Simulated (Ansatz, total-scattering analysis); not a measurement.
**A molecular-dynamics model of hydrogen peroxide and its diffraction**

Aim: the structure of hydrogen peroxide at 360 K, and the X-ray and neutron patterns it would give.

Method: ab initio molecular dynamics with Ansatz (revPBE-D3(BJ), plane waves, PAW default files, Langevin thermostat, no spin, fixed volume, H with the mass of D). Composition: 22 H2O2; O 50.0, H 50.0 atom %; 88 atoms. The average runs over 0.50 ps of 88 atoms, so shells between rare elements are rough. Mean temperature 340 K, largest m.s.d. 0.72 Å², energy drift -1 meV an atom (last third less first, no steady trend), Langevin friction 10 ps⁻¹; the first quarter of the run is discarded. Preparation: last frame of a classical run of this cell, a melt at this density, then 0.4 ps at 360 K with a cheaper basis and a friction of 10 ps⁻¹ (mean temperature of the first stage 361 K), too short to forget the start in full. So short a stretch relaxes bonds and nearest shells but still remembers its start.

## The run

The step of 1 fs has to resolve the fastest vibration, that of H (given the mass of D, which leaves classical structure unchanged and allows a longer step). The volume is fixed, since the run is too short for a cell to find its own; the mean pressure then hints how far the functional is from its own density, with errors up to a few GPa from cell size, k-points and loose SCF steps (the program warns of the last). One k-point, Γ, is the usual economy for a cell of this size. Smeared occupations keep the forces smooth should levels come near the Fermi energy. A dispersion term is added because semilocal functionals bind large anions and molecules too weakly, which shows as excess pressure at a given density. A Langevin thermostat samples the right structure once equilibrated, but its friction lowers diffusion.

input.yaml:

```yaml
crystal:
  lattice:
    - [9.5204, 0.0, 0.0]
    - [0.0, 9.5204, 0.0]
    - [0.0, 0.0, 9.5204]
  atoms:
    - { symbol: O, position: [0.20872, 0.82013, 0.15626] }
    - { symbol: O, position: [0.08361, 0.90074, 0.21492] }
    - { symbol: H, position: [0.23925, 0.89641, 0.08849] }
    - { symbol: H, position: [0.01571, 0.82455, 0.19268] }
[... 82 atom lines left out ...]
    - { symbol: H, position: [0.24205, 0.82366, 0.64417] }
    - { symbol: H, position: [0.45127, 0.82028, 0.56451] }
kpoints:
  mp_grid: { grid: [1, 1, 1] }
scf:
  occupations: { method: fermi_dirac, width: 0.031 }
hamiltonian:
  xc: revpbe
  pseudopotentials: { kind: paw }
  dispersion: d3bj
output:
  forces: true
  stress: true
md:
  timestep: 1.0
  n_steps: 660
  ensemble: nvt_langevin
  temperature: 360.0
  initial_velocities: maxwell_boltzmann
  seed: 7
  masses: [{ species: H, mass: 2.014 }]
```

```console
$ ansatz run input.yaml --threads 4 --pin off --max-ram 10240MiB --backend cpu --events-out ev --progress --plain --runs-dir out
```

```text
Warning: md: disabling space-group detection — thermal motion breaks the input geometry's symmetry, so no spatial operation reduces the k-mesh or symmetrises the density; time reversal is kept, so that k and −k are [...]
Warning: output.stress: scf.convergence.dr2_threshold = 8.8e-8 eV (the default of an md: trajectory) is looser than the 8.8e-9 eV advised for a printed stress (1e-10 eV for each atom of the cell: 88). What an SCF [...]
Warning: RAYON_NUM_THREADS=4 ignored (pool sized by the plan → 4); use --threads N
Engine: ansatz 0.2.0, aarch64-unknown-linux-gnu
Pseudopotential: O, paw, valence charge 6, recommended cutoff 420 eV (normal), O.paw.azcp
Pseudopotential: H, paw, valence charge 1, recommended cutoff 420 eV (normal), H.paw.azcp
Functional definition: revPBE
Crystal: 88 atoms, lattice volume = 862.910 Å³
Basis set: ecut = 420 eV, 16879 PW (Γ), exchange–correlation on 128×128×128 points (8 copies of the dense FFT grid, shifted against one another)
Bands: 242, of which v1, the nominal top of the filled ones, is band 154 counted from 1 (153 counted from 0)
k-points: 1
[... other set-up lines, SCF lines and steps between those shown are left out ...]
md step     0: t =     0.00 fs  T =   355.9 K  F+E_penalty+E_count = -25663.61389453 eV  E_kin = 4.048423 eV  P_inst = 2.0781 GPa  (11 SCF iters)
md step     1: t =     1.00 fs  T =   348.9 K  F+E_penalty+E_count = -25663.49629668 eV  E_kin = 3.968600 eV  P_inst = 1.8247 GPa  (9 SCF iters, 3 dispersion substeps)
md step    26: t =    26.00 fs  T =   385.2 K  F+E_penalty+E_count = -25664.11066302 eV  E_kin = 4.381587 eV  P_inst = 1.9004 GPa  (8 SCF iters, 3 dispersion substeps)
md step    52: t =    52.00 fs  T =   344.6 K  F+E_penalty+E_count = -25663.66798561 eV  E_kin = 3.920014 eV  P_inst = 1.3352 GPa  (8 SCF iters, 3 dispersion substeps)
md step    78: t =    78.00 fs  T =   394.1 K  F+E_penalty+E_count = -25664.29422935 eV  E_kin = 4.482678 eV  P_inst = 1.2740 GPa  (8 SCF iters, 3 dispersion substeps)
md step   104: t =   104.00 fs  T =   364.3 K  F+E_penalty+E_count = -25664.06836571 eV  E_kin = 4.143705 eV  P_inst = 1.1974 GPa  (8 SCF iters, 3 dispersion substeps)
md step   130: t =   130.00 fs  T =   342.6 K  F+E_penalty+E_count = -25664.24942541 eV  E_kin = 3.896874 eV  P_inst = 1.4930 GPa  (9 SCF iters, 3 dispersion substeps)
md step   156: t =   156.00 fs  T =   324.2 K  F+E_penalty+E_count = -25664.19682592 eV  E_kin = 3.687404 eV  P_inst = 1.9418 GPa  (8 SCF iters, 3 dispersion substeps)
md step   182: t =   182.00 fs  T =   293.4 K  F+E_penalty+E_count = -25664.40936967 eV  E_kin = 3.337320 eV  P_inst = 0.7798 GPa  (7 SCF iters, 3 dispersion substeps)
md step   208: t =   208.00 fs  T =   345.4 K  F+E_penalty+E_count = -25664.54903393 eV  E_kin = 3.928586 eV  P_inst = 0.8667 GPa  (7 SCF iters, 3 dispersion substeps)
md step   234: t =   234.00 fs  T =   315.4 K  F+E_penalty+E_count = -25664.24500103 eV  E_kin = 3.587964 eV  P_inst = 1.2589 GPa  (7 SCF iters, 3 dispersion substeps)
md step   260: t =   260.00 fs  T =   298.5 K  F+E_penalty+E_count = -25664.21141360 eV  E_kin = 3.395199 eV  P_inst = -0.0404 GPa  (9 SCF iters, 3 dispersion substeps)
md step   286: t =   286.00 fs  T =   353.9 K  F+E_penalty+E_count = -25664.09485366 eV  E_kin = 4.025524 eV  P_inst = 0.3357 GPa  (8 SCF iters, 3 dispersion substeps)
md step   312: t =   312.00 fs  T =   335.3 K  F+E_penalty+E_count = -25664.32687578 eV  E_kin = 3.814525 eV  P_inst = 1.1570 GPa  (8 SCF iters, 3 dispersion substeps)
md step   338: t =   338.00 fs  T =   341.9 K  F+E_penalty+E_count = -25664.47008902 eV  E_kin = 3.888529 eV  P_inst = 1.5329 GPa  (8 SCF iters, 3 dispersion substeps)
md step   364: t =   364.00 fs  T =   336.0 K  F+E_penalty+E_count = -25663.95500928 eV  E_kin = 3.822119 eV  P_inst = 0.7894 GPa  (7 SCF iters, 3 dispersion substeps)
md step   390: t =   390.00 fs  T =   323.9 K  F+E_penalty+E_count = -25663.99743953 eV  E_kin = 3.684890 eV  P_inst = 1.1546 GPa  (9 SCF iters, 3 dispersion substeps)
md step   416: t =   416.00 fs  T =   346.7 K  F+E_penalty+E_count = -25664.24568138 eV  E_kin = 3.943723 eV  P_inst = 1.2246 GPa  (8 SCF iters, 3 dispersion substeps)
md step   442: t =   442.00 fs  T =   370.8 K  F+E_penalty+E_count = -25664.42450213 eV  E_kin = 4.218307 eV  P_inst = 0.2826 GPa  (8 SCF iters, 3 dispersion substeps)
md step   468: t =   468.00 fs  T =   390.8 K  F+E_penalty+E_count = -25664.67820313 eV  E_kin = 4.445583 eV  P_inst = 0.9076 GPa  (7 SCF iters, 3 dispersion substeps)
md step   494: t =   494.00 fs  T =   340.6 K  F+E_penalty+E_count = -25664.53130648 eV  E_kin = 3.874144 eV  P_inst = 1.4849 GPa  (7 SCF iters, 3 dispersion substeps)
md step   520: t =   520.00 fs  T =   350.2 K  F+E_penalty+E_count = -25664.65792916 eV  E_kin = 3.983183 eV  P_inst = 1.0845 GPa  (9 SCF iters, 3 dispersion substeps)
md step   546: t =   546.00 fs  T =   326.6 K  F+E_penalty+E_count = -25664.44966686 eV  E_kin = 3.715487 eV  P_inst = 1.8807 GPa  (8 SCF iters, 3 dispersion substeps)
md step   572: t =   572.00 fs  T =   324.5 K  F+E_penalty+E_count = -25664.20214844 eV  E_kin = 3.690700 eV  P_inst = 2.1758 GPa  (8 SCF iters, 3 dispersion substeps)
md step   598: t =   598.00 fs  T =   367.9 K  F+E_penalty+E_count = -25664.53869807 eV  E_kin = 4.184282 eV  P_inst = 1.2067 GPa  (7 SCF iters, 3 dispersion substeps)
md step   624: t =   624.00 fs  T =   347.9 K  F+E_penalty+E_count = -25664.29744276 eV  E_kin = 3.957090 eV  P_inst = 1.3457 GPa  (8 SCF iters, 3 dispersion substeps)
md step   650: t =   650.00 fs  T =   333.7 K  F+E_penalty+E_count = -25664.29043191 eV  E_kin = 3.795925 eV  P_inst = 2.3174 GPa  (9 SCF iters, 3 dispersion substeps)
[... last step's energies and forces left out ...]
--- MD trajectory: 660 steps, t = 0.0 → 660.0 fs ---
  final state: T = 325.9 K   F+E_penalty+E_count = -25664.07126229 eV   E_kin = 3.706551 eV
```

Run time: 35 min on 4 threads of Arm Neoverse V2, on a shared host, peak memory 1.1 GiB.

## Analysis

The totals are in Faber–Ziman form. Below 4 Å⁻¹ the partials are summed on the cell's own reciprocal vectors (from 0.66 Å⁻¹) and folded with a Gaussian of σ = 0.14 Å⁻¹; above it they are transforms of g(r) out to 6.5 Å, tapered over the last 40 %. The fold lowers sharp peaks, and with so few vectors their positions are good to about 0.1 Å⁻¹. X-rays take neutral-atom form factors, neutrons coherent lengths (O 5.8037, H 6.6681 fm). Hydrogen is taken as deuterium. G(r) = 4πrρ₀[g(r) − 1] carries the resolution of a Lorch-windowed transform up to 20 Å⁻¹. The patterns are simulated, not measured. The cell is small: beyond half the box only the part of each shell inside it is counted, and low-Q values rest on few vectors. It is averaged over 124 frames.

```
T (K)   state  density (g/cm³)  first clear X-ray maximum (Å⁻¹)  its height (X-ray)  first clear neutron maximum (Å⁻¹)  its height (neutron)                  held  D over the elements, rough (10⁻⁹ m²/s)
  360  liquid            1.440                             1.97                2.28                               1.95                  1.74  volume, 1.2 GPa mean                                       -
```

X-ray S(Q):

```csv
Q (Å⁻¹),360 K
0.8,-0.44
1.1,-0.38
1.4,-0.12
1.7,0.61
2.0,2.26
2.3,1.61
2.6,1.19
2.9,0.62
3.2,0.40
3.5,0.43
3.8,0.53
4.1,0.89
4.4,1.21
4.7,1.32
5.0,1.25
5.3,1.17
5.6,1.13
5.9,1.07
6.2,0.98
6.5,0.94
6.8,0.93
7.1,0.92
7.4,0.91
7.7,0.90
8.0,0.89
8.3,0.89
8.6,0.96
8.9,1.07
```

At 360 K the maxima of S(Q), Q in Å⁻¹ (height), are X-ray: 1.97 (2.28), 4.69 (1.32), 9.39 (1.17), 13.97 (1.08); neutron: 1.95 (1.74), 4.48 (0.94), 7.68 (1.15), 14.02 (1.11). Its shells:

```
pair  first peak (Å)  g there  first minimum (Å)  g there                neighbours                               kind  X-ray weight (f = Z)  neutron weight
 O–H            0.99     17.5               1.26     0.01  1.0 H per O, 1.0 O per H                   within molecules                  0.20            0.50
 O–O            1.47      7.0               1.88     0.00                       1.0                   within molecules                  0.79            0.22
 H–H            2.48      1.8               2.88     1.08                       4.3  40 % within molecules at the peak                  0.01            0.29
```

The tapered transform alone would put 1.89 at the X-ray maximum of 1.97 Å⁻¹, where the reciprocal vectors give 2.28: a cut in r lowers sharp peaks, which is why the direct sum is used there.

**Reading.** Distances within molecules give the sharpest pair functions, and with hydrogen they rule the neutron S(Q) at high Q: O–H 0.99 Å and O–O 1.47 Å (first peaks only). On the last frame 86 % of the H on O, N or F point at an acceptor of another molecule or at an anion within hydrogen-bond range (2.35 Å to O, N, F; 2.85 Å to Cl, Br, I).

[Logs are printed without paths, hosts, clocks, repeated set-up lines and the standing remarks that a program may print on its own settings, such as how far it seeks lower states.]
